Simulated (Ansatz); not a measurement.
# Is LiW in the B2 ordering a stable metal?

The plan: relax LiW in the B2 ordering, check its phonons, and, if the lattice is stable, compute its Eliashberg function and ρ(T).

Method: DFT PBEsol, scalar-relativistic, plane waves, PAW, in Ansatz 0.2.0.

This is a report of a sequence of runs, with most program output left out.

The structure was built from a prototype and need not be the compound's stable phase.

### 1. The structure

The structure is cubic, space group Pm-3m (No. 221). The conventional cell has a = 3.333 Å, b = 3.333 Å, c = 3.333 Å, α = 90.00°, β = 90.00°, γ = 90.00°. Nearest to Li lie 8 W at 2.89 Å. Nearest to W lie 8 Li at 2.89 Å. Farther neighbours are not listed.

Structure file:

```cif
data_structure
_symmetry_space_group_name_H-M 'P 1'
_symmetry_Int_Tables_number 1
_cell_length_a 3.3332
_cell_length_b 3.3332
_cell_length_c 3.3332
_cell_angle_alpha 90.000
_cell_angle_beta 90.000
_cell_angle_gamma 90.000
_cell_volume 37.03
loop_
_atom_site_label
_atom_site_type_symbol
_atom_site_fract_x
_atom_site_fract_y
_atom_site_fract_z
_atom_site_occupancy
Li1 Li 0.00000 0.00000 0.00000 1
W2 W 0.50000 0.50000 0.50000 1
```

### 2. Rough relaxation

Large forces or a large pressure at the start call for a first relaxation with loose thresholds.

input.yaml reads:

```yaml
crystal:
  lattice:
    - [3.33317, 0.0, 0.0]
    - [0.0, 3.33317, 0.0]
    - [0.0, 0.0, 3.33317]
  atoms:
    - { symbol: Li, position: [0.0, 0.0, 0.0] }
    - { symbol: W, position: [0.5, 0.5, 0.5] }
kpoints:
  mp_grid: { grid: [6, 6, 6] }
hamiltonian:
  xc: pbesol
scf:
  occupations: { method: gaussian, width: 0.1 }
output:
  forces: true
  stress: true
  eigenvalues: true
relax:
  adjacent_minimum: "off"
  f_tol: 0.05
  max_steps: 80
  cell: { stress_tol: 0.5 }
```

On the command line:

```
> ansatz run input.yaml --threads 4 --pin off --max-ram 8192MiB --backend cpu --events-out ev --progress --plain --runs-dir out
```

Elapsed: 1.6 s, on 4 threads of Intel Xeon Platinum 8488C (Sapphire Rapids), shared host; peak memory 0.37 GiB.

The steps of the relaxation:

```csv
step,energy less that of the first step (eV),largest force component (eV/Å),pressure (GPa),volume (Å³)
1,0.0000,0.0000,-24.87,37.03
2,-0.7474,0.0000,-20.50,31.88
3,-1.1904,0.0000,-7.91,27.22
4,-1.2225,0.0000,4.38,24.94
5,-1.2317,0.0000,0.09,25.62
6*,-1.2309,0.0000,0.07,25.62
```

Relaxation steps marked * repeat the geometry before them on a plane-wave basis chosen anew for their cell, so energy and pressure can jump there.

Forces are held to the 48 operations that the run works with; a distortion that breaks them can't arise in this run.

```csv
"conventional cell, symmetrised",before,after,change
a (Å),3.333,2.948,-11.6 %
b (Å),3.333,2.948,-11.6 %
c (Å),3.333,2.948,-11.6 %
volume (Å³/atom),18.52,12.81,-30.8 %
```

Final coordinates:

```cif
data_structure
_symmetry_space_group_name_H-M 'P 1'
_symmetry_Int_Tables_number 1
_cell_length_a 2.9482
_cell_length_b 2.9482
_cell_length_c 2.9482
_cell_angle_alpha 90.000
_cell_angle_beta 90.000
_cell_angle_gamma 90.000
_cell_volume 25.62
loop_
_atom_site_label
_atom_site_type_symbol
_atom_site_fract_x
_atom_site_fract_y
_atom_site_fract_z
_atom_site_occupancy
Li1 Li 0.00000 0.00000 0.00000 1
W2 W 0.50000 0.50000 0.50000 1
```

Numbers from this step:

```
pressure          : 0.07427 GPa
volume per atom   : 12.81 Å³
metallic on mesh  : yes
gap on the k-mesh : 0 eV
```

The largest force is now zero by symmetry and the largest stress component 0.074 GPa.

### 3. Relaxing cell and atoms

Lattice constant and positions set the bands and the force constants, so the cell is relaxed first.

input.yaml, the sections that differ from step 2:

```yaml
crystal:
  lattice:
    - [2.9481610828, 0.0, 0.0]
    - [0.0, 2.9481610828, 0.0]
    - [0.0, 0.0, 2.9481610828]
  atoms:
    - { symbol: Li, position: [0.0, 0.0, 0.0] }
    - { symbol: W, position: [0.5, 0.5, 0.5] }
kpoints:
  mp_grid: { grid: [10, 10, 10] }
relax:
  adjacent_minimum: "off"
  f_tol: 0.005
  max_steps: 80
  cell: { stress_tol: 0.05 }
# hamiltonian, scf, output: as in step 2
```

Elapsed: 0.89 s, on 4 threads; peak memory 0.37 GiB.

Little changed from the start: no atom moved by 0.005 Å and no cell edge by 0.1 %.

This step gave:

```yaml
pressure: 0.04038 GPa
```

The largest force is now zero by symmetry and the largest stress component 0.040 GPa, small enough for phonons.

### 4. Phonons: q 2×2×2, k 6×6×6

Couplings are defined for a stable lattice alone, so phonons come first.

input.yaml, the sections that differ from step 3:

```yaml
kpoints:
  mp_grid: { grid: [6, 6, 6] }
scf:
  occupations: { method: methfessel_paxton, width: 0.2 }
output:
  eigenvalues: true
phonons:
  method: dfpt
  qmesh: [2, 2, 2]
  temperatures: { t_max: 1000, t_step: 50 }
  qpath:
    path:
      - [[0.0, 0.0, 0.0], [0.0, 0.5, 0.0], [0.5, 0.5, 0.0], [0.0, 0.0, 0.0], [0.5, 0.5, 0.5], [0.0, 0.5, 0.0]]
      - [[0.5, 0.5, 0.5], [0.5, 0.5, 0.0]]
    npoints: 10
# crystal, hamiltonian: as in step 3
# relax: removed
```

Wall time 4.8 s (4 threads); peak memory 0.47 GiB.

This step gave:

| Property | Result |
| --- | --- |
| share of imaginary modes in the plain interpolation between solved wavevectors | 0.2136 |
| highest frequency, solved or plainly interpolated | 566.4 cm⁻¹ |

Solved on the 2×2×2 mesh alone; all other wavevectors are interpolated. The phonon branches at the labelled points (cm⁻¹):

```csv
point,branch 1,branch 2,branch 3,branch 4,branch 5,branch 6
Γ,0,0,0,566,566,566
halfway,39,65,65,551,551,560
X,56,95,95,534,534,553
halfway,-73,-48,108,549,550,559
M,-114,-114,120,564,565,565
halfway,-84,80,89,549,550,561
Γ,0,0,0,566,566,566
halfway,11,11,67,551,555,555
R,72,72,72,546,546,546
halfway,-69,-14,87,549,556,558
X,56,95,95,534,534,553
jump to R,72,72,72,546,546,546
halfway,-65,-65,99,555,556,556
M,-114,-114,120,564,565,565
```

Lowest modes at the softest wavevector of the mesh. Modes at q = (0.500, 0.000, 0.500), with each element's share of the kinetic energy (negative means imaginary):

```csv
mode,frequency (cm⁻¹),Li %,W %
1,-114.2,4,96
2,-114.2,4,96
3,119.9,0,100
4,563.9,100,0
5,564.9,96,4
6,564.9,96,4
```

Displacements in mode 2 (-114.2 cm⁻¹), the largest set to 1, in the home cell:
```
Li1  0.02  0.00 -1.00
W2  -0.90  0.00  0.02
```

Displacements in mode 6 (564.9 cm⁻¹), the largest set to 1, in the home cell:
```
Li1  0.00  0.00  1.00
W2  -0.04  0.00  0.00
```

Among the solved wavevectors the lowest mode, translations apart, is -114 cm⁻¹, imaginary.

### 5. Lattice stability: q 2×2×2, k 8×8×8

An imaginary mode on so few k-points may come from the sampling, so the phonons are repeated with another k mesh.

input.yaml: that of step 4 with these lines changed.

```diff
@@ -9,3 +9,3 @@
 kpoints:
-  mp_grid: { grid: [6, 6, 6] }
+  mp_grid: { grid: [8, 8, 8] }
 hamiltonian:
```

The mesh is denser.

Run time: 7.9 s. Hardware: 4 threads; peak memory 0.52 GiB; 27 s of CPU time.

This step gave:

```yaml
share_of_imaginary_modes_in_the_plain_interpolation_between_solved_wavevectors: 0.3105
highest_frequency_solved_or_plainly_interpolated: 560.6 cm⁻¹
```

Solved on the 2×2×2 mesh alone; all other wavevectors are interpolated. The phonon branches at the labelled points (cm⁻¹):

```csv
point,branch 1,branch 2,branch 3,branch 4,branch 5,branch 6
Γ,0,0,0,559,559,559
halfway,-55,65,65,543,543,551
X,-77,96,96,526,526,543
halfway,-110,-67,83,540,544,549
M,-132,-132,69,554,554,561
halfway,-101,53,75,540,544,552
Γ,0,0,0,559,559,559
halfway,-75,-75,-38,542,545,545
R,-120,-120,-120,526,526,526
halfway,-118,-91,-30,539,545,545
X,-77,96,96,526,526,543
jump to R,-120,-120,-120,526,526,526
halfway,-127,-127,-69,540,540,544
M,-132,-132,69,554,554,561
```

Lowest modes at the softest wavevector of the mesh. The modes at q = (0.000, 0.500, 0.500) (shares of kinetic energy by element, %) (negative means imaginary):

```csv
mode,frequency (cm⁻¹),Li %,W %
1,-132.1,4,96
2,-132.1,4,96
3,69.3,0,100
4,553.7,96,4
5,553.7,96,4
6,560.6,100,0
```

Displacements in mode 2 (-132.1 cm⁻¹), the largest set to 1, in the home cell:
```
Li1  0.00 -0.09 -1.00
W2   0.00 -0.90 -0.08
```

Displacements in mode 5 (553.7 cm⁻¹), the largest set to 1, in the home cell:
```
Li1  0.00  1.00  0.50
W2   0.00 -0.02 -0.04
```

The modes has structure finer than the step of the table below, so its rows give means over 25 cm⁻¹, whole bins alone (the curve runs from -142 to 587 cm⁻¹). Peaks (cm⁻¹: height): Li 545.7: 0.144; W -118.9: 0.0330, 73.7: 0.0294.

Phonopy on the run's constants, 19x19x19 mesh, Gaussian sigma 5.2 cm⁻¹. The modes by wavenumber; means over each step; values in 1/cm⁻¹/cell:

```csv
wavenumber (cm⁻¹),Li,W
-125,6.2e-4,0.0216
-100,5.9e-4,0.0237
-75,2.8e-4,0.0144
-50,1.2e-4,0.00770
-25,6.3e-5,0.00463
0,1.1e-5,0.00110
25,6.2e-5,0.00508
50,1.3e-4,0.0137
75,1.3e-4,0.0229
100,5.4e-6,0.00283
125,0,4.8e-7
150,0,0
175,0,0
200,0,0
225,0,0
250,0,0
275,0,0
300,0,0
325,0,0
350,0,0
375,0,0
400,0,0
425,0,0
450,0,0
475,0,0
500,8.4e-6,0
525,0.0262,2.4e-4
550,0.0902,0.00174
```

No LO-TO term; unit eigenvectors of the mass-weighted matrix. The modes at Γ (shares of kinetic energy by element, %):

```csv
mode,frequency (cm⁻¹),symmetry,Li %,W %
1,0.0,T1u,4,96
2,0.0,T1u,4,96
3,0.0,T1u,4,96
4,559.0,T1u,96,4
5,559.0,T1u,96,4
6,559.0,T1u,96,4
```

Displacements in mode 4 (559.0 cm⁻¹), the largest set to 1:
```
Li1  0.00  1.00  0.14
W2   0.00 -0.04 -0.01
```

Among the solved wavevectors the lowest mode, translations apart, is -132 cm⁻¹, imaginary.

### 6. Lattice stability: Fermi–Dirac smearing of 0.3 eV

The phonons are repeated on the same meshes with a wide Fermi–Dirac smearing, to see whether the soft mode comes from sharp features of the Fermi surface.

input.yaml: that of step 5 with these lines changed.

```diff
@@ -13,3 +13,3 @@
 scf:
-  occupations: { method: methfessel_paxton, width: 0.2 }
+  occupations: { method: fermi_dirac, width: 0.3 }
 output:
```

Elapsed: 8.2 s, on 4 threads; peak memory 0.53 GiB; 28 s of CPU time.

Numbers from this step:

```yaml
share_of_imaginary_modes_in_the_plain_interpolation_between_solved_wavevectors: 0.2574
highest_frequency_solved_or_plainly_interpolated: 563.3 cm⁻¹
```

Solved on the 2×2×2 mesh alone; all other wavevectors are interpolated. The phonon branches at the labelled points (cm⁻¹):

```csv
point,branch 1,branch 2,branch 3,branch 4,branch 5,branch 6
Γ,0,0,0,562,562,562
halfway,30,64,64,546,546,552
X,45,94,94,528,528,543
halfway,-79,-52,87,543,546,550
M,-117,-117,80,556,556,563
halfway,-85,75,77,542,546,554
Γ,0,0,0,562,562,562
halfway,-48,-48,45,544,548,548
R,-64,-64,-64,535,535,535
halfway,-87,-66,53,543,548,549
X,45,94,94,528,528,543
jump to R,-64,-64,-64,535,535,535
halfway,-96,-96,34,546,546,550
M,-117,-117,80,556,556,563
```

Lowest modes at the softest wavevector of the mesh. The modes at q = (0.500, 0.000, 0.500) (shares of kinetic energy by element, %) (negative means imaginary):

```csv
mode,frequency (cm⁻¹),Li %,W %
1,-117.2,4,96
2,-117.2,4,96
3,79.6,0,100
4,556.4,96,4
5,556.4,96,4
6,563.3,100,0
```

Among the solved wavevectors the lowest mode, translations apart, is -117 cm⁻¹, imaginary.

### 7. What came out

| Property | Result |
| --- | --- |
| phonon run of the rows without a label of their own | PBEsol, q 2×2×2, k 8×8×8 |
| softest mode on the q mesh | -132 cm⁻¹ at q = (0, 0.5, 0.5) |
| highest frequency, solved or plainly interpolated | 561 cm⁻¹ |

**Reading.** The lattice is dynamically unstable at this level: a mode at q = (0, 0.5, 0.5) is imaginary, 132i cm⁻¹, so no harmonic coupling constant or resistivity is defined for this structure. These meshes are coarse, and single modes of a metal can move by tens of cm⁻¹ with the k mesh. Spin–orbit coupling, left out here, matters for W. The structure was built by hand as an ordered model, and its stability against other phases was not tested.

[Logs are printed without paths, hosts, clocks, repeated set-up lines and the standing remarks that a program may print on its own settings, such as how far it seeks lower states.]

[Hosts, paths, dates, database ids (printed as entryN), source tags and the programs' standing remarks are cut or masked in the printed files.]
